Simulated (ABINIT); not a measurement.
# Calculated records

## Beyond one shot: InP (F-43m)

Symmetry: F-43m, No. 216, cubic system. Conventional cell: a = 5.869 Å, b = 5.869 Å, c = 5.869 Å, α = 90.00°, β = 90.00°, γ = 90.00°. Nearest to In lie 4 P at 2.54 Å. Nearest to P lie 4 In at 2.54 Å. Farther neighbours, and contacts between anions beyond the nearest, are not listed.

| Quantity | Value |
| --- | --- |
| method | RPA screening on PBE from quasiparticle energies and orbitals, plane waves, norm-conserving pseudopotentials (and 4 further levels or steps) |
| program | ABINIT 10.8.3 |
| settings | cutoff 33 Ha, PseudoDojo scalar-relativistic 0.4 stringent, norm-conserving, potential set dojo-sr-pbe-0.4-stringent, ngkpt (4, 4, 4), nband 95, ecuteps 5 Ha, gwcalctyp 28, inclvkb 2, shiftk (0, 0, 0), symchi 1, awtr 1, frequency ppm, cycle 5, q points all but q = 0, 4×4×4 k-mesh |
| cost | 16 runs, 6.4 min in all on 8 MPI ranks of Arm Neoverse V2, shared host |
| notes | The cell and positions come from the Crystallography Open Database and are kept as given unless a step says otherwise. Limits: no spin-orbit coupling. The 4×4×4 mesh is coarse for this cell, which bears on the long-range parts of exchange and screening. The RPA ε∞ on this mesh reaches over 25; with a narrow direct gap a coarse mesh can overstate it, and the correction is then too small. |
| G0W0 | 1.343 eV |
| QSGW, cycle 1 | 1.490 eV |
| QSGW, cycle 2 | 1.563 eV |
| QSGW, cycle 3 | 1.565 eV |
| QSGW, cycle 4 | 1.550 eV |
| QSGW, cycle 5 | 1.541 eV |
| known limits | short of the basis limit; mesh may overstate the screening; no spin-orbit coupling; coarse k mesh |

Only the bands that the input lists are updated; the higher empty ones keep the functional's energies. QSGW ends at 1.54 eV, +0.20 eV from G0W0, after 5 cycles that took 5.8 min beside the first screening; the last moved the gap by 0.009 eV.

[Paths, hosts, dates, memory and timing lines, banners, echoed tables and standing remarks are left out of the program output; an Ansatz launch command may be rebuilt from the run's recorded settings. Measured values are a selection of at most five: reports struck by readers or far from the other reports are left out. None is set beside runs whose start may be inverted or whose files or cutoffs have a known fault.]

[Runs of the session that timed out or met a known fault of the program may be left out.]

[Hosts, paths, dates, database ids (printed as entryN), source tags and the programs' standing remarks are cut or masked in the printed files.]

[G0W0 gaps are taken among the corrected bands and points alone; a level outside them can change the order at an edge.]

[Where Ansatz stands beside ABINIT at settings called matched, ABINIT's density can come from a denser mesh and the files from another edition; pairs whose starting gaps differed by over 0.03 eV were left out, so agreement reads better than it is.]
